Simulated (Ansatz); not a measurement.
**S on Mo(110): change of the work function**

Aim: the work function of Mo(110) at several coverages of S (hollow site), and the dipole that each adsorbate carries.

Method: plane-wave DFT, PBE, Ansatz PAW, in Ansatz 0.2.0.

Most raw output is cut from this account.

### Step 1. The structure

The cell holds 4 atoms: 4 Mo. Its edges and angles: a = 2.728 Å, b = 2.728 Å, c = 24.682 Å, α = 90.0°, β = 90.0°, γ = 70.5°. Vacuum lies along c.

### Step 2. The clean slab

The bare slab comes first, as the zero from which every change is counted. The two lowest layers are held at bulk places and the upper ones relax. The dipole correction removes the false field that a one-sided slab makes across the periodic vacuum, so each face gets a flat vacuum level of its own.

input.yaml reads:

```yaml
crystal:
  lattice:
    - [2.2273863607, -1.575, 0.0]
    - [2.2273863607, 1.575, 0.0]
    - [0.0, 0.0, 24.6821590822]
  atoms:
    - { symbol: Mo, position: [0.0, 0.0, 0.3646358477] }
    - { symbol: Mo, position: [0.5, 0.5, 0.4548786159] }
    - { symbol: Mo, position: [0.0, 0.0, 0.5451213841] }
    - { symbol: Mo, position: [0.5, 0.5, 0.6353641523] }
kpoints:
  mp_grid: { grid: [12, 12, 1] }
hamiltonian:
  xc: pbe
scf:
  occupations: { method: fermi_dirac, width: 0.1 }
  convergence: { dr2_threshold: 1.0e-08 }
efield:
  axis: 3
  dipole_correction: true
  ramp_position: 0.97
  ramp_width: 0.06
relax:
  f_tol: 0.02
  max_steps: 60
  constraints: [{ sites: [0, 1] }]
output:
  write_potential: true
  write_density: true
  volumetric_format: npy
```

On the command line:

```
$ ansatz run input.yaml --threads 4 --pin off --max-ram 16384MiB --backend cpu --events-out ev --progress --plain --runs-dir out
```

Wall time 26 s (4 threads of Arm Neoverse V1, shared host); peak memory 0.58 GiB; 1.7 min of CPU time.

The steps of the relaxation:

```tsv
step	energy less that of the first step (eV)	largest force component (eV/Å)
1	0.0000	0.6071
2	0.0156	0.8030
3	-0.0210	0.1718
4	-0.0224	0.0062
```

Relaxation step 2 was tried and not accepted.

The run keeps the 4 symmetry operations that it works with, so distortions that break them were not tested.

The atoms that moved most (Å):

```tsv
atom	dx	dy	dz	length
Mo4	0.000	0.000	-0.059	0.059
Mo3	0.000	0.000	0.022	0.022
```

Final coordinates:

```xyz
4
Lattice="2.2274 -1.5750 0.0000 2.2274 1.5750 0.0000 0.0000 0.0000 24.6822" Properties=species:S:1:pos:R:3
Mo    0.0000    0.0000    9.0000
Mo    2.2274    0.0000   11.2274
Mo    0.0000    0.0000   13.4770
Mo    2.2274    0.0000   15.6232
```

This step gave:

* energy at zero smearing: -19821.6053 eV
* work function, upper face: 4.598 eV
* work function, lower face: 4.696 eV
* dipole along the normal: 0.003789 e·Å
* step between the vacuum levels: -0.09771 eV

Running mean over 2.227 Å of the planar mean; the ramp of the sawtooth is left out. Table of electron's electrostatic potential energy less the Fermi level by z:

z (Å), electron's electrostatic potential energy less the Fermi level (eV) and a bar from the least value:
```
      3.5        4.7 ##############################
      4.0        4.7 ##############################
      4.5        4.7 ##############################
      5.0        4.7 ##############################
      5.5        4.7 ##############################
      6.0        4.6 ##############################
      6.5        4.2 #############################
      7.0        3.2 ############################
      7.5       -0.1 ######################
      8.0       -6.0 #############
      8.5      -10.8 #####
      9.0      -12.4 ##
      9.5      -12.6 ##
     10.0      -12.7 ##
     10.5      -12.8 #
     11.0      -12.9 #
     11.5      -12.9 #
     12.0      -12.7 ##
     12.5      -12.7 ##
     13.0      -12.8 #
     13.5      -13.0 #
     14.0      -13.4 
     14.5      -13.7 
     15.0      -13.3 #
     15.5      -12.7 ##
     16.0      -11.5 ####
     16.5       -7.5 ##########
     17.0       -1.5 ####################
     17.5        2.6 ###########################
     18.0        4.0 #############################
     18.5        4.4 ##############################
     19.0        4.5 ##############################
     19.5        4.6 ##############################
     20.0        4.6 ##############################
     20.5        4.6 ##############################
     21.0        4.6 ##############################
     21.5        4.6 ##############################
```

The relaxation took 4 steps and lowered the energy by 0.022 eV; the largest force on the free atoms ends at 0.0062 eV/Å.

The work function of the upper face is 4.60 eV.

### Step 3. The covered slab, k-mesh 4×4×1, coverage 0.111 ML

System of this step: Mo36S (S/Mo(110)). The cell holds 37 atoms: 36 Mo and 1 S. Cell: a = 8.184 Å, b = 8.184 Å, c = 26.819 Å, α = 90.0°, β = 90.0°, γ = 70.5°. Vacuum lies along c.

The clean slab as it ended is repeated in the plane and the adsorbate is set on one face; the cell's size fixes the coverage, and the k-mesh shrinks with it to keep the sampling density about even. Adsorbate and upper layers relax, since the dipole depends on the height.

input.yaml reads:

```yaml
crystal:
  lattice:
    - [6.6821590821, -4.725, 0.0]
    - [6.6821590821, 4.725, 0.0]
    - [0.0, 0.0, 26.819186382]
  atoms:
    - { symbol: Mo, position: [0.0, 0.0, 0.3355806501] }
    - { symbol: Mo, position: [0.1666666667, 0.1666666667, 0.4186326237] }
    - { symbol: Mo, position: [0.0, 0.0, 0.502513608] }
    - { symbol: Mo, position: [0.1666666667, 0.1666666667, 0.5825366077] }
    - { symbol: Mo, position: [0.0, 0.3333333333, 0.3355806501] }
    - { symbol: Mo, position: [0.1666666667, 0.5, 0.4186326237] }
    - { symbol: Mo, position: [0.0, 0.3333333333, 0.502513608] }
    - { symbol: Mo, position: [0.1666666667, 0.5, 0.5825366077] }
[... 25 atom lines left out ...]
    - { symbol: Mo, position: [0.8333333333, 0.8333333333, 0.4186326237] }
    - { symbol: Mo, position: [0.6666666667, 0.6666666667, 0.502513608] }
    - { symbol: Mo, position: [0.8333333333, 0.8333333333, 0.5825366077] }
    - { symbol: S, position: [0.28, 0.28, 0.6644193499] }
kpoints:
  mp_grid: { grid: [4, 4, 1] }
hamiltonian:
  xc: pbe
scf:
  occupations: { method: fermi_dirac, width: 0.1 }
  convergence: { dr2_threshold: 1.0e-08 }
efield:
  axis: 3
  dipole_correction: true
  ramp_position: 0.97
  ramp_width: 0.06
relax:
  f_tol: 0.02
  max_steps: 60
  constraints:
    - { sites: [0, 1, 4, 5, 8, 9, 12, 13, 16, 17, 20, 21, 24, 25, 28, 29, 32, 33] }
output:
  write_potential: true
  write_density: true
  volumetric_format: npy
```

Run time: 25 min. Hardware: 4 threads; peak memory 9.4 GiB; 1.7 h of CPU time.

The steps of the relaxation:

```tsv
step	energy less that of the first step (eV)	largest force component (eV/Å)
1	0.0000	3.1847
2	-0.7090	1.7233
3	-0.9072	0.3281
4	-0.9381	0.2394
5	-0.9704	0.1099
6	-0.9840	0.0518
7	-0.9867	0.0214
8	-0.9869	0.0070
```

The run keeps the 2 symmetry operations that it works with, so distortions that break them were not tested.

The atoms that moved most (Å):

```tsv
atom	dx	dy	dz	length
S37	0.707	0.000	-0.463	0.845
Mo8	0.001	0.091	0.014	0.092
Mo16	0.001	-0.091	0.014	0.092
Mo4	0.037	0.000	0.079	0.087
Mo20	-0.037	0.000	0.079	0.087
Mo27	0.000	-0.026	-0.044	0.051
Mo11	0.000	0.026	-0.044	0.051
Mo36	0.000	0.000	-0.042	0.042
```

Final coordinates:

```xyz
37
Lattice="6.6822 -4.7250 0.0000 6.6822 4.7250 0.0000 0.0000 0.0000 26.8192" Properties=species:S:1:pos:R:3
Mo    0.0000    0.0000    9.0000
Mo    2.2274    0.0000   11.2274
Mo    0.0232    0.0000   13.4870
Mo    2.2648    0.0000   15.7022
Mo    2.2274    1.5750    9.0000
Mo    4.4548    1.5750   11.2274
Mo    2.2399    1.5782   13.4939
Mo    4.4554    1.6661   15.6369
Mo    4.4548    3.1500    9.0000
Mo    6.6822    3.1500   11.2274
Mo    4.4549    3.1760   13.4332
Mo    6.7096    3.1595   15.6240
Mo    2.2274   -1.5750    9.0000
Mo    4.4548   -1.5750   11.2274
Mo    2.2399   -1.5782   13.4939
Mo    4.4554   -1.6661   15.6369
Mo    4.4548    0.0000    9.0000
Mo    6.6822    0.0000   11.2274
Mo    4.4546    0.0000   13.4687
Mo    6.6452    0.0000   15.7017
Mo    6.6822    1.5750    9.0000
Mo    8.9095    1.5750   11.2274
Mo    6.6699    1.5782   13.4940
Mo    8.8829    1.5656   15.6237
Mo    4.4548   -3.1500    9.0000
Mo    6.6822   -3.1500   11.2274
Mo    4.4549   -3.1760   13.4332
Mo    6.7096   -3.1595   15.6240
Mo    6.6822   -1.5750    9.0000
Mo    8.9095   -1.5750   11.2274
Mo    6.6699   -1.5782   13.4940
Mo    8.8829   -1.5656   15.6237
Mo    8.9095    0.0000    9.0000
Mo   11.1369    0.0000   11.2274
Mo    8.8866    0.0000   13.4873
Mo   11.1374    0.0000   15.5809
S     4.4492    0.0000   17.3559
```

This step gave:

* energy at zero smearing: -179299.5745 eV
* work function, upper face: 4.697 eV
* dipole along the normal: -0.005648 e·Å

Running mean over 2.227 Å of the planar mean; the ramp of the sawtooth is left out. The electron's electrostatic potential energy less the Fermi level by z:

z (Å), electron's electrostatic potential energy less the Fermi level (eV) and a bar from the least value:
```
        4        4.7 ##############################
        5        4.7 ##############################
        6        4.5 ##############################
        7        3.2 ############################
        8       -6.0 ############
        9      -12.4 #
       10      -12.7 #
       11      -12.9 #
       12      -12.7 #
       13      -12.8 #
       14      -13.3 
       15      -13.2 
       16      -11.9 ##
       17       -2.6 ##################
       18        3.2 ###########################
       19        4.5 ##############################
       20        4.7 ##############################
       21        4.7 ##############################
       22        4.7 ##############################
       23        4.7 ##############################
```

The relaxation took 8 steps and lowered the energy by 0.99 eV; the largest force on the free atoms ends at 0.0070 eV/Å.

The covered face has 4.70 eV, +0.10 eV against the clean one; the bare back face has moved by -0.02 eV, a measure of how thin the slab is.

### Step 4. The covered slab, k-mesh 6×6×1, coverage 0.25 ML

System of this step: Mo16S (S/Mo(110)). The cell holds 17 atoms: 16 Mo and 1 S. Its edges and angles: a = 5.456 Å, b = 5.456 Å, c = 26.819 Å, α = 90.0°, β = 90.0°, γ = 70.5°. Vacuum lies along c.

Another coverage, to see how the dipoles act on each other as their distance changes.

input.yaml reads:

```yaml
crystal:
  lattice:
    - [4.4547727214, -3.15, 0.0]
    - [4.4547727214, 3.15, 0.0]
    - [0.0, 0.0, 26.819186382]
  atoms:
    - { symbol: Mo, position: [0.0, 0.0, 0.3355806501] }
    - { symbol: Mo, position: [0.25, 0.25, 0.4186326237] }
    - { symbol: Mo, position: [0.0, 0.0, 0.502513608] }
    - { symbol: Mo, position: [0.25, 0.25, 0.5825366077] }
    - { symbol: Mo, position: [0.0, 0.5, 0.3355806501] }
    - { symbol: Mo, position: [0.25, 0.75, 0.4186326237] }
    - { symbol: Mo, position: [0.0, 0.5, 0.502513608] }
    - { symbol: Mo, position: [0.25, 0.75, 0.5825366077] }
    - { symbol: Mo, position: [0.5, 0.0, 0.3355806501] }
    - { symbol: Mo, position: [0.75, 0.25, 0.4186326237] }
    - { symbol: Mo, position: [0.5, 0.0, 0.502513608] }
    - { symbol: Mo, position: [0.75, 0.25, 0.5825366077] }
    - { symbol: Mo, position: [0.5, 0.5, 0.3355806501] }
    - { symbol: Mo, position: [0.75, 0.75, 0.4186326237] }
    - { symbol: Mo, position: [0.5, 0.5, 0.502513608] }
    - { symbol: Mo, position: [0.75, 0.75, 0.5825366077] }
    - { symbol: S, position: [0.42, 0.42, 0.6644193499] }
kpoints:
  mp_grid: { grid: [6, 6, 1] }
hamiltonian:
  xc: pbe
scf:
  occupations: { method: fermi_dirac, width: 0.1 }
  convergence: { dr2_threshold: 1.0e-08 }
efield:
  axis: 3
  dipole_correction: true
  ramp_position: 0.97
  ramp_width: 0.06
relax:
  f_tol: 0.02
  max_steps: 60
  constraints: [{ sites: [0, 1, 4, 5, 8, 9, 12, 13] }]
output:
  dos: { projected: true, e_range: [-8, 4] }
  write_potential: true
  write_density: true
  volumetric_format: npy
  elf: true
```

Elapsed: 6.6 min, on 4 threads; peak memory 2.9 GiB.

Relaxation path:

```tsv
step	energy less that of the first step (eV)	largest force component (eV/Å)
1	0.0000	3.2962
2	-0.7060	1.8755
3	-0.9745	0.4235
4	-1.0417	0.2298
5	-1.0636	0.0850
6	-1.0661	0.1168
7	-1.0686	0.0530
8	-1.0689	0.0134
```

The run keeps the 2 symmetry operations that it works with, so distortions that break them were not tested.

The atoms that moved most (Å):

```tsv
atom	dx	dy	dz	length
S17	0.711	0.000	-0.470	0.853
Mo8	0.001	0.085	0.018	0.086
Mo12	0.001	-0.085	0.018	0.086
Mo3	0.001	0.000	-0.064	0.064
Mo4	0.002	0.000	0.055	0.055
Mo16	0.000	0.000	0.055	0.055
Mo7	0.000	0.000	0.032	0.032
Mo11	0.000	0.000	0.032	0.032
```

The relaxed structure:

```xyz
17
Lattice="4.4548 -3.1500 0.0000 4.4548 3.1500 0.0000 0.0000 0.0000 26.8192" Properties=species:S:1:pos:R:3
Mo    0.0000    0.0000    9.0000
Mo    2.2274    0.0000   11.2274
Mo    0.0006    0.0000   13.4129
Mo    2.2294    0.0000   15.6781
Mo    2.2274    1.5750    9.0000
Mo    4.4548    1.5750   11.2274
Mo    2.2275    1.5752   13.5093
Mo    4.4556    1.6595   15.6412
Mo    2.2274   -1.5750    9.0000
Mo    4.4548   -1.5750   11.2274
Mo    2.2275   -1.5752   13.5093
Mo    4.4556   -1.6595   15.6412
Mo    4.4548    0.0000    9.0000
Mo    6.6822    0.0000   11.2274
Mo    4.4542    0.0000   13.4702
Mo    6.6824    0.0000   15.6777
S     4.4534    0.0000   17.3489
```

This step gave:

- energy at zero smearing: -80191.6375 eV
- work function, upper face: 4.797 eV
- work function, lower face: 4.655 eV
- dipole along the normal: -0.02205 e·Å
- step between the vacuum levels: 0.1421 eV

The density of states has structure finer than the step of the table below, so its rows give means over 0.2 eV, whole bins alone (the curve runs from -8 to 1.44 eV). Peaks (eV: height): -3.70: 27.3, -3.25: 34.5, -2.92: 36.8, -2.77: 31.6, -2.02: 26.5, -1.68: 27.1, 1.41: 28.6.

Table of density of states by energy, zero at the Fermi level; means over each step:

```tsv
energy (eV)	density of states (states/eV a cell)
-7.0	0
-6.8	0.0496
-6.6	0.852
-6.4	0.898
-6.2	1.02
-6.0	1.12
-5.8	1.26
-5.6	2.09
-5.4	3.81
-5.2	7.84
-5.0	11.4
-4.8	19.3
-4.6	18.6
-4.4	20.6
-4.2	18.0
-4.0	17.1
-3.8	23.0
-3.6	21.5
-3.4	16.5
-3.2	24.1
-3.0	25.5
-2.8	26.9
-2.6	21.5
-2.4	17.4
-2.2	21.3
-2.0	21.9
-1.8	23.5
-1.6	22.6
-1.4	22.2
-1.2	17.9
-1.0	14.6
-0.8	12.9
-0.6	11.3
-0.4	12.6
-0.2	12.4
0.0	12.3
0.2	16.7
0.4	19.2
0.6	21.6
0.8	22.5
1.0	23.9
1.2	24.9
```

Projected DOS per atom over height of the atomic layer and energy from the Fermi level. Layers: Mo4 Mo4 Mo4 Mo4 S from below.

Ten even steps from '_' (0.00 states/eV) to '@' (2.61 states/eV), each cell a mean:
```
++++++++__
++++++++__
++----==__
==::::--__
==....--__
==::::--__
**----++..
**====++..
++======::
++++==++::
==****==--
--======::
==++==--::
::++++--**
..==++--@@
__....::==
__________
__________
__________
__________
__________
__________
```
Columns: height of the atomic layer (Å) from 9 to 17.3 (not evenly spaced); rows upwards: energy from the Fermi level (eV) from -7.96 to 1.45.

ELF in the ca plane at fractional y = 0.500, with atoms of Mo and S within 0.2 Å of it. It is the smooth field of the valence electrons, not physical close to the nuclei.

Values, 8 rows by 16 columns, each cell a mean:
```
0.63 0.44 0.36 0.35 0.44 0.61 0.32 0.33 0.28 0.06 0.01 0.00 0.00 0.00 0.00 0.00
0.34 0.33 0.34 0.36 0.33 0.32 0.36 0.30 0.32 0.30 0.11 0.01 0.00 0.00 0.00 0.00
0.41 0.33 0.34 0.35 0.32 0.37 0.34 0.28 0.66 0.80 0.49 0.07 0.00 0.00 0.00 0.00
0.62 0.48 0.38 0.37 0.50 0.60 0.32 0.34 0.56 0.65 0.72 0.14 0.00 0.00 0.00 0.00
0.63 0.44 0.36 0.36 0.45 0.60 0.32 0.32 0.64 0.74 0.69 0.12 0.00 0.00 0.00 0.00
0.34 0.33 0.34 0.36 0.33 0.31 0.37 0.28 0.56 0.70 0.38 0.05 0.00 0.00 0.00 0.00
0.41 0.32 0.34 0.35 0.32 0.38 0.33 0.31 0.27 0.17 0.05 0.01 0.00 0.00 0.00 0.00
0.62 0.48 0.38 0.36 0.49 0.60 0.33 0.35 0.30 0.06 0.00 0.00 0.00 0.00 0.00 0.00
```
Columns run along c (16.0 Å, from fractional 0.32 to 0.91 of the cell), rows up along a (5.5 Å). Atoms in or near the plane, at fractional coordinates: Mo at (0.34, 0.00), Mo at (0.50, 0.00), Mo at (0.34, 0.50), Mo at (0.50, 0.50), S at (0.65, 0.50).

Electrostatic potential energy in the ca plane at fractional y = 0.500, with atoms of Mo and S within 0.2 Å of it. With pseudopotentials it is smooth inside the atoms' cores, unlike the true potential.

Ten even steps from '0' (-69 eV) to '9' (9 eV), each cell a mean:
```
20026999999840015899999999999999999999999999
53358999999863347999999999999999999999999999
87789999899987788999999999999999999999999999
98899998899998889999899999999999999999999999
87789999899987788999999988999999999999999999
53358999999863247999998755799999999999999999
20026999999730015899997444589999999999999999
10016899999730005899997455589999999999999999
41137999999851026899998544689999999999999999
75578999999976568999999877899999999999999999
98889998899998889999899999999999999999999999
88889998899998889999899999999999999999999999
75578999999976568999999999999999999999999999
31137999999851026899999999999999999999999999
10016899999730004899999999999999999999999999
```
Columns run along c (16.0 Å, from fractional 0.32 to 0.91 of the cell; values clipped at the 3rd and 97th percentile), rows up along a (5.5 Å). Atoms in or near the plane, at fractional coordinates: Mo at (0.34, 0.00), Mo at (0.50, 0.00), Mo at (0.34, 0.50), Mo at (0.50, 0.50), S at (0.65, 0.50).

Valence density in the ca plane at fractional y = 0.500, with atoms of Mo and S within 0.2 Å of it. It is the smooth field of the valence electrons, not physical close to the nuclei.

Ten steps, logarithmic in the rise over the least value, from '0' (0.0 e/Å³) to '9' (6.5 e/Å³), each cell a mean:
```
89986433333479997433332110000000000000000000
68864333333357875333332110000000000000000000
45543333333345543333332211000000000000000000
34433334433334433333333332110000000000000000
45543333333345543333333444321000000000000000
68874333333468875333334565531000000000000000
89986433333589996433345655642100000000000000
99996433333589997433345645642100000000000000
79985333333479986333335666542000000000000000
56654333333346764333334555431000000000000000
34443333433334443333333333210000000000000000
34443333433334443333333221100000000000000000
57754333333346764333332210000000000000000000
79985333333469986433332110000000000000000000
99996433333489997433332110000000000000000000
```
Columns run along c (16.0 Å, from fractional 0.32 to 0.91 of the cell), rows up along a (5.5 Å). Atoms in or near the plane, at fractional coordinates: Mo at (0.34, 0.00), Mo at (0.50, 0.00), Mo at (0.34, 0.50), Mo at (0.50, 0.50), S at (0.65, 0.50).

The relaxation took 8 steps and lowered the energy by 1.1 eV; the largest force on the free atoms ends at 0.013 eV/Å.

By hand: a sheet of dipoles makes a step −p/(ε₀A) in the electron's potential. With e/ε₀ = 180.95 V·Å, p = -0.02205 e·Å and A = 28.07 Å², that is −180.95 × (-0.02205) / 28.07 = +0.142 eV, and the two vacuum levels of the run differ by +0.142 eV.

The covered face has 4.80 eV, +0.20 eV against the clean one; the bare back face has moved by -0.04 eV, a measure of how thin the slab is.

(Continued in part 2 of 2.)

[Logs are printed without paths, hosts, clocks, repeated set-up lines and the standing remarks that a program may print on its own settings, such as how far it seeks lower states.]

[Hosts, paths, dates, database ids (printed as entryN), source tags and the programs' standing remarks are cut or masked in the printed files.]

[Maps of the electrostatic potential energy from Ansatz leave out the sawtooth potential of an applied field or a dipole correction, so their vacuum need not be flat; planar profiles and work functions include it.]

[The density of states shown here was stored with 400 of the rows of the run's finer table, so its peaks can read low, often by over a quarter, or be missed, and its means over a window can be off by a tenth or more.]
